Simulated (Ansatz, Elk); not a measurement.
# YAl2Fe3: X-ray structure factors from the self-consistent density, part 2 of 2

Structure refinements treat a crystal as free atoms side by side. For a made-up structure of YAl2Fe3 (cell and positions from a PBEsol relaxation) the runs below show what the calculated density changes in F(hkl).

Elk 11.2.3 (patched build); all-electron DFT.

So far: The structure; Ground state and structure factors; The magnetisation density.

The structure was built from a prototype and need not be the compound's stable phase.

## (4) The highest occupied states alone

Level of this step: DFT, PBE, all-electron APW+lo, Dirac cores, scalar-relativistic bands, static density, ferromagnetic start (Elk).

An energy window below the Fermi level keeps the highest occupied states, to see at which angles they scatter; shallow core shells can lie inside it and anion s states outside. No new self-consistency is needed.

The input, elk.in:

```
tasks
  195

xctype
  20

spinpol
  .true.

rgkmax
  7.0

gmaxvr
  14.0

lmaxo
  7

lmaxapw
  8

swidth
  0.002

tshift
  .false.

ramdisk
  .false.

hmaxvr
  5.5

maxscl
  120

epspot
  1e-06

reducebf
  0.8

wsfac
  -0.143850 0.597140

sppath
  './'

avec
  9.62397452021 0.00000000000 0.00000000000
  -4.81198726010 8.33460641987 0.00000000000
  0.00000000000 0.00000000000 7.49924658211

atoms
  3
  'Y.in'
  1
  0.0000000000 0.0000000000 0.0000000000   0.000000 0.000000 0.000000
  'Fe.in'
  3
  0.0000000000 0.5000000000 0.5000000000   0.000000 0.000000 -0.090000
  0.5000000000 0.5000000000 0.5000000000   0.000000 0.000000 -0.090000
  0.5000000000 0.0000000000 0.5000000000   0.000000 0.000000 -0.090000
  'Al.in'
  2
  0.6666666667 0.3333333333 0.0000000000   0.000000 0.000000 0.000000
  0.3333333333 0.6666666667 0.0000000000   0.000000 0.000000 0.000000

ngridk
  5 5 5
```

Command:

```bash
$ OMP_NUM_THREADS=4 elk
```

Numbers of over 12 decimals in the logs are rounded to 6 here.

Output:

```text
┌─────────────────────────────────┐
│ Elk code version 11.2.3 started │
└─────────────────────────────────┘

Info(readinput): the functional depends on the density's gradient
 muffin-tin radial points multiplied by    2.00000
 (not where nrmtscf is given)

┌────────────────────┐
│ Current task : 195 │
└────────────────────┘
Info(checkmt): changed muffin-tin radius of species 2 (Fe) from   2.4000 to   2.3810

Info(sfacrho): density structure factors written to SFACRHO.OUT

 Energy window :  -0.1438500000      0.5971400000

┌──────────────────┐
│ Elk code stopped │
└──────────────────┘
```

Wall time 9.5 s (4 threads of AMD EPYC 7B13 (Zen 3), shared host); peak memory 0.28 GiB; 14 s of CPU time.

States within 12 eV below the Fermi level hold 33.00 electrons; any levels below the window count with the cores. Their amplitudes can exceed the total, where window and core parts have opposite phase:

```csv
hkl,sin θ/λ (Å⁻¹),"abs F, window","abs F, all"
100,0.113,6.613,0.299
001,0.126,14.417,13.315
101,0.170,4.395,43.498
110,0.196,3.535,29.015
200,0.227,10.261,77.703
111,0.233,3.261,65.141
002,0.252,8.720,99.349
201,0.259,8.467,33.776
102,0.276,2.455,2.047
210,0.300,2.245,2.059
```

## (5) Another functional

The difference from free atoms is small, so it is set against the change that LDA (Perdew-Wang) makes.

elk.in: that of step 4 with these lines changed.

```diff
@@ -1,6 +1,8 @@
 tasks
+  0
   195
+  196
 
 xctype
-  20
+  3
 
@@ -42,5 +44,2 @@
 
-wsfac
-  -0.143850 0.597140
-
 sppath
```

Command:

```bash
$ OMP_NUM_THREADS=4 elk
```

Output:

```text
┌─────────────────────────┐
│ Elk code version 11.2.3 │
└─────────────────────────┘

All units are atomic (Hartree, Bohr, etc.)

┌─────────────────────────────────────────────────┐
│ Ground-state run starting from atomic densities │
└─────────────────────────────────────────────────┘

Lattice vectors :
   9.623974520       0.000000000       0.000000000
  -4.811987260       8.334606420       0.000000000
   0.000000000       0.000000000       7.499246582

Reciprocal lattice vectors :
  0.6528680322      0.3769335341      -0.000000000
[...]
error                       :   0.1287259043E-02

Moments :
 interstitial                :  -0.2379811087
 muffin-tins
  species : 1 (Y)
[...]
species : 2 (Fe)
[...]
species : 3 (Al)
   atom 1                    :  -0.4810103753E-01
   atom 2                    :  -0.4810103753E-01
 total in muffin-tins        :    5.149371619
 total moment                :    4.911390510

┌──────────────────────────────┐
│ Self-consistent loop stopped │
└──────────────────────────────┘

Warning : core states of species 3 leak from the muffin-tin :   0.5184255096E-03

Wrote STATE.OUT
[key lines of the parts left out:]
total energy                :     -7677.5663565768
```

Wall time 70 s (4 threads); peak memory 0.39 GiB.

Against the first run R = 0.08 %; the largest change is -0.070 at 220. The moment goes from 5.05 to 4.91 μB.

## (6) A coarser k-mesh

About half the k-points along each axis test the sampling.

elk.in: that of step 5 with these lines changed.

```diff
@@ -6,3 +6,3 @@
 xctype
-  3
+  20
 
@@ -68,2 +68,2 @@
 ngridk
-  5 5 5
+  2 2 2
```

Command:

```bash
$ OMP_NUM_THREADS=4 elk
```

Output:

```text
┌─────────────────────────┐
│ Elk code version 11.2.3 │
└─────────────────────────┘

All units are atomic (Hartree, Bohr, etc.)

┌─────────────────────────────────────────────────┐
│ Ground-state run starting from atomic densities │
└─────────────────────────────────────────────────┘

Lattice vectors :
   9.623974520       0.000000000       0.000000000
  -4.811987260       8.334606420       0.000000000
   0.000000000       0.000000000       7.499246582

Reciprocal lattice vectors :
  0.6528680322      0.3769335341      -0.000000000
[...]
error                       :   0.1326955835E-02

Moments :
 interstitial                :  -0.3468938767
 muffin-tins
  species : 1 (Y)
[...]
species : 2 (Fe)
[...]
species : 3 (Al)
   atom 1                    :  -0.3231183022E-01
   atom 2                    :  -0.3231183022E-01
 total in muffin-tins        :    4.809744210
 total moment                :    4.462850333

┌──────────────────────────────┐
│ Self-consistent loop stopped │
└──────────────────────────────┘

Warning : core states of species 3 leak from the muffin-tin :   0.4910895024E-03

Wrote STATE.OUT
[key lines of the parts left out:]
total energy                :     -7689.8231654502
```

It took 62 s on 4 threads; peak memory 0.59 GiB; 2.9 min of CPU time.

Against the first run R = 0.09 %; the largest change is +0.090 at 200. The moment goes from 5.05 to 4.46 μB.

## (7) Settings against the effect

```csv
run,R against the first run (%),"R against neutral atoms, low angle (%)",wall time
"PBE, rgkmax 7",0.00,0.94,3.1 min
LDA (Perdew-Wang),0.08,0.95,70 s
k-mesh 2×2×2,0.09,0.93,62 s
```

## (8) Outcome

| Item | Value |
| --- | --- |
| R against neutral atoms, sin θ/λ < 0.3 Å⁻¹ | 0.94 % |
| R against neutral atoms, 0.3 to 0.82 Å⁻¹ | 0.22 % |

What this shows: Independent neutral atoms miss the calculated amplitudes by R = 0.94 % below 0.3 Å⁻¹ and 0.22 % from there to 0.82 Å⁻¹; by shells, 9.09 % below 0.15 Å⁻¹ (2 forms), 0.85 % 0.15 to 0.3 (8 forms), 0.20 % 0.3 to 0.45 (15 forms), 0.22 % above 0.45 (88 forms). Bonding, aspherical density and the tables' own atoms all enter these figures, and the runs don't part them. The largest change of an amplitude is -0.83 electrons, at 002. Weak lines can change much in proportion: 100 goes from 0.60 to 0.30. The magnetic order is that of the start. No other order was tried here, and an antiferromagnetic one would change or move the magnetic intensity. The window's part falls from 33.0 electrons at the origin to at most 3.42 between 0.45 and 0.82 Å⁻¹, where compact states inside the window still scatter. Below 0.3 Å⁻¹ the changes that finished (LDA (Perdew-Wang) and k-mesh 2×2×2) move F by R = 0.07 % at most, against the 0.94 % that separates it from free atoms. The magnetic factors move by R = 7.0 % (LDA (Perdew-Wang)) and 13.3 % (k-mesh 2×2×2), so they aren't settled to better than that. The basis has no finished test. Part of the difference isn't bonding: the tables are fits to free atoms and ions calculated by other methods than this functional. Thermal motion, anomalous dispersion and extinction are left out.

[Logs are printed without paths, hosts, clocks, repeated set-up lines and the standing remarks that a program may print on its own settings, such as how far it seeks lower states.]

[Hosts, paths, dates, database ids (printed as entryN), source tags and the programs' standing remarks are cut or masked in the printed files.]
